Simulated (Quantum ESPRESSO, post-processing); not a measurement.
# Cl on fcc sites of Pd(111): a series in the coverage, part 2 of 2

Wanted: a table for Cl on fcc sites of Pd(111) against the coverage, and what can be fitted to it.

Quantum ESPRESSO 7.5; plane-wave DFT, PBE, GBRV ultrasoft pseudopotentials.

So far. Step 8 (Self-consistent run, 0.1111 ML): Inside the slab this potential holds the local part of the pseudopotentials, which can be repulsive at the nuclei; only its value in the vacuum has a meaning of its own. Step 9 (Relaxing the ions, 0.75 ML): The relaxation lowers the energy by 16 meV an atom. On the free atoms the largest force ends at 0.025 eV/Å.

### Step 10. Ground state, 0.75 ML

m7.esm.in reads:

```
&control
  prefix = 'm7.esm'
  outdir = './out'
  pseudo_dir = './pseudo'
  calculation = 'scf'
  tprnfor = .true.
/
&system
  ibrav = 0
  nat = 15
  ntyp = 2
  ecutwfc = 40
  ecutrho = 200
  occupations = 'smearing'
  smearing = 'mv'
  degauss = 0.02
  assume_isolated = 'esm'
  esm_bc = 'bc1'
/
&electrons
  conv_thr = 1e-07
  mixing_beta = 0.25
  electron_maxstep = 160
  mixing_mode = 'local-TF'
  mixing_ndim = 12
/
ATOMIC_SPECIES
  Pd  106.4200  pd_pbe_v1.4.uspp.F.UPF
  Cl  35.4500  cl_pbe_v1.4.uspp.F.UPF
CELL_PARAMETERS angstrom
  5.57624165247507 0.00000000000000 0.00000000000000
  2.78812082623753 4.82916692868433 0.00000000000000
  0.00000000000000 0.00000000000000 20.58117472097908
ATOMIC_POSITIONS crystal
  Pd  -0.000000000000 0.500000000000 -0.158335645850
  Pd  0.500000000000 0.000000000000 -0.158335645850
  Pd  0.500000000000 0.500000000000 -0.158335645850
  Pd  0.000000000000 0.000000000000 -0.158335645850
  Pd  0.166666666700 0.666666666700 -0.047725286950
  Pd  0.666666666700 0.166666666700 -0.047725286950
  Pd  0.666666666700 0.666666666700 -0.047725286950
  Pd  0.166666666700 0.166666666700 -0.047725286950
  Pd  0.836161595300 0.327676809400 0.062118237850
  Pd  0.327676809400 0.836161595300 0.062118237850
  Pd  0.333333333300 0.333333333300 0.060056034950
  Pd  0.836161595300 0.836161595300 0.062118237850
  Cl  0.001017075100 0.499491462500 0.158335645850
  Cl  0.499491462500 0.001017075100 0.158335645850
  Cl  0.499491462500 0.499491462500 0.158335645850
K_POINTS automatic
  5 5 1 0 0 0
```

The run is started by

```bash
> OMP_NUM_THREADS=1 mpirun -n 16 pw.x -nk 2 -in m7.esm.in > m7.esm.out
```

The job ended after 94 s (16 MPI ranks of Arm Neoverse V2, shared host; peak memory 1.9 GiB).

Read from the output:

- free energy: -33796.8686 eV
- Fermi energy: -5.458 eV
- vacuum line at the lower end of the cell, over the Fermi level: 5.235 eV
- vacuum line at the upper end of the cell, over the Fermi level: 5.681 eV

Inside the slab this potential holds the local part of the pseudopotentials, which can be repulsive at the nuclei; only its value in the vacuum has a meaning of its own.

### Step 11. Relaxing the ions, 1 ML

System of this step: Pd(111), 3 layers, 1 sites a cell, 1 Cl on fcc sites. The cell holds 4 atoms: 3 Pd and 1 Cl. Cell: a = 2.788 Å, b = 2.788 Å, c = 20.581 Å, α = 90.0°, β = 90.0°, γ = 60.0°. It derives from Pd. Vacuum lies along c.

m8.relax.in reads:

```
&control
  prefix = 'm8.relax'
  outdir = './out'
  pseudo_dir = './pseudo'
  nstep = 70
  forc_conv_thr = 0.0015
  calculation = 'relax'
/
&system
  ibrav = 0
  nat = 4
  ntyp = 2
  ecutwfc = 40
  ecutrho = 200
  occupations = 'smearing'
  smearing = 'mv'
  degauss = 0.02
/
&electrons
  conv_thr = 1e-07
  mixing_beta = 0.3
  electron_maxstep = 120
  mixing_mode = 'local-TF'
/
&ions
/
ATOMIC_SPECIES
  Pd  106.4200  pd_pbe_v1.4.uspp.F.UPF
  Cl  35.4500  cl_pbe_v1.4.uspp.F.UPF
CELL_PARAMETERS angstrom
  2.78812082623753 0.00000000000000 0.00000000000000
  1.39406041311877 2.41458346434216 0.00000000000000
  0.00000000000000 0.00000000000000 20.58117472097908
ATOMIC_POSITIONS crystal
  Pd  0.000000000000 0.000000000000 0.344750470394 0 0 0
  Pd  0.333333333400 0.333333333400 0.455360829263 0 0 0
  Pd  0.666666666700 0.666666666700 0.565971188133
  Cl  0.000000000000 0.000000000000 0.655249529606
K_POINTS automatic
  9 9 1 0 0 0
```

The run is started by

```bash
> OMP_NUM_THREADS=1 mpirun -n 16 pw.x -nk 4 -in m8.relax.in > m8.relax.out
```

It took 36 s on 16 MPI ranks; peak memory 0.95 GiB; 9.6 min of CPU time.

Step by step:

```csv
step,energy less that of the first step (eV),largest force (eV/Å)
1,0.0000,1.4484
2,-0.0643,0.9366
3,-0.1087,0.5341
4,-0.1289,0.2274
5,-0.1309,0.1653
6,-0.1328,0.2108
7,-0.1358,0.2420
8,-0.1399,0.2409
9,-0.1446,0.1830
10,-0.1466,0.0945
11,-0.1471,0.0452
12,-0.1473,0.0070
```

The atoms that moved most (Å):

```csv
atom,dx,dy,dz,length
Cl4,0.000,0.000,0.255,0.255
Pd3,0.000,0.000,-0.030,0.030
```

Final coordinates:

```cif
data_structure
_symmetry_space_group_name_H-M 'P 1'
_symmetry_Int_Tables_number 1
_cell_length_a 2.7881
_cell_length_b 2.7881
_cell_length_c 20.5812
_cell_angle_alpha 90.000
_cell_angle_beta 90.000
_cell_angle_gamma 60.000
_cell_volume 138.56
loop_
_atom_site_label
_atom_site_type_symbol
_atom_site_fract_x
_atom_site_fract_y
_atom_site_fract_z
_atom_site_occupancy
Pd1 Pd 0.00000 0.00000 0.34475 1
Pd2 Pd 0.33333 0.33333 0.45536 1
Pd3 Pd 0.66667 0.66667 0.56453 1
Cl4 Cl 0.00000 0.00000 0.66763 1
```

The relaxation lowers the energy by 37 meV an atom. On the free atoms the largest force ends at 0.007 eV/Å.

This step gave:

| Quantity | Value |
| --- | --- |
| free energy | -8562.0681 eV |
| Fermi energy | 3.772 eV |

### Step 12. Self-consistent run, 1 ML

m8.esm.in reads:

```
&control
  prefix = 'm8.esm'
  outdir = './out'
  pseudo_dir = './pseudo'
  calculation = 'scf'
  tprnfor = .true.
/
&system
  ibrav = 0
  nat = 4
  ntyp = 2
  ecutwfc = 40
  ecutrho = 200
  occupations = 'smearing'
  smearing = 'mv'
  degauss = 0.02
  assume_isolated = 'esm'
  esm_bc = 'bc1'
/
&electrons
  conv_thr = 1e-07
  mixing_beta = 0.25
  electron_maxstep = 160
  mixing_mode = 'local-TF'
  mixing_ndim = 12
/
ATOMIC_SPECIES
  Pd  106.4200  pd_pbe_v1.4.uspp.F.UPF
  Cl  35.4500  cl_pbe_v1.4.uspp.F.UPF
CELL_PARAMETERS angstrom
  2.78812082623753 0.00000000000000 0.00000000000000
  1.39406041311877 2.41458346434216 0.00000000000000
  0.00000000000000 0.00000000000000 20.58117472097908
ATOMIC_POSITIONS crystal
  Pd  0.000000000000 0.000000000000 -0.161442055100
  Pd  0.333333333400 0.333333333400 -0.050831696200
  Pd  0.666666666700 0.666666666700 0.058333803100
  Cl  0.000000000000 0.000000000000 0.161442055100
K_POINTS automatic
  9 9 1 0 0 0
```

The run is started by

```bash
> OMP_NUM_THREADS=1 mpirun -n 16 pw.x -nk 4 -in m8.esm.in > m8.esm.out
```

It took 14 s on 16 MPI ranks; peak memory 0.96 GiB.

This step gave:

```
free energy                                                    : -8562.0676 eV
Fermi energy                                                   : -5.529 eV
vacuum line at the lower end of the cell, over the Fermi level : 5.263 eV
vacuum line at the upper end of the cell, over the Fermi level : 5.796 eV
```

Inside the slab this potential holds the local part of the pseudopotentials, which can be repulsive at the nuclei; only its value in the vacuum has a meaning of its own.

### Step 13. The series side by side

The series in one table:

```csv
the coverage,"adsorption energy an atom, from the free molecule (eV)",work function of the upper face (eV),work function of the lower face (eV)
0 ML,-,5.234,5.234
0.1111 ML,-,5.307,5.22
0.1667 ML,-,5.346,5.207
0.25 ML,-,5.447,5.201
0.3333 ML,-,5.562,5.216
0.5 ML,-0.9547,5.647,5.23
0.6667 ML,-0.5651,5.63,5.23
0.75 ML,-0.3454,5.681,5.235
1 ML,0.1148,5.796,5.263
```

### Step 14. Worked from the printed numbers

At 1 ML: E_ads = [-8562.0681 − 1 × (-8109.2856)]/1 − (-905.7945)/2 = 0.115 eV. Cells and meshes differ along the series, and any error of the slab's energy is multiplied by the number of slab cells an adsorbate, so no value is given under half a monolayer.

### Step 15. What came out

```
adsorption energy an atom, from the free molecule, at 0.5 ML and at 1 ML : -0.95, 0.11 eV
work function of the upper face, at 0 ML and at 1 ML                     : 5.23, 5.80 eV
```

**Reading.** The series holds 9 members (PBE, GBRV ultrasoft). From 0.5 ML to 1 ML the adsorption energy an atom, from the free molecule rises from -0.95 to 0.11 eV. From 0 ML to 1 ML the work function of the upper face goes from 5.23 to 5.80 eV, not quite steadily. The untouched lower face should keep its work function but moves by 0.06 eV, since the slab is thin and cells, meshes or relaxed layers differ between members; changes of the upper face are uncertain by about as much. Thin slabs, one site and one ordered pattern a coverage; no reconstruction or subsurface sites; meshes differ a little between cells.

[Logs are printed without paths, hosts, clocks, repeated set-up lines and the standing remarks that a program may print on its own settings, such as how far it seeks lower states.]

[Hosts, paths, dates, database ids (printed as entryN), source tags and the programs' standing remarks are cut or masked in the printed files.]

[Maps of the electrostatic potential energy from Ansatz leave out the sawtooth potential of an applied field or a dipole correction, so their vacuum need not be flat; planar profiles and work functions include it.]
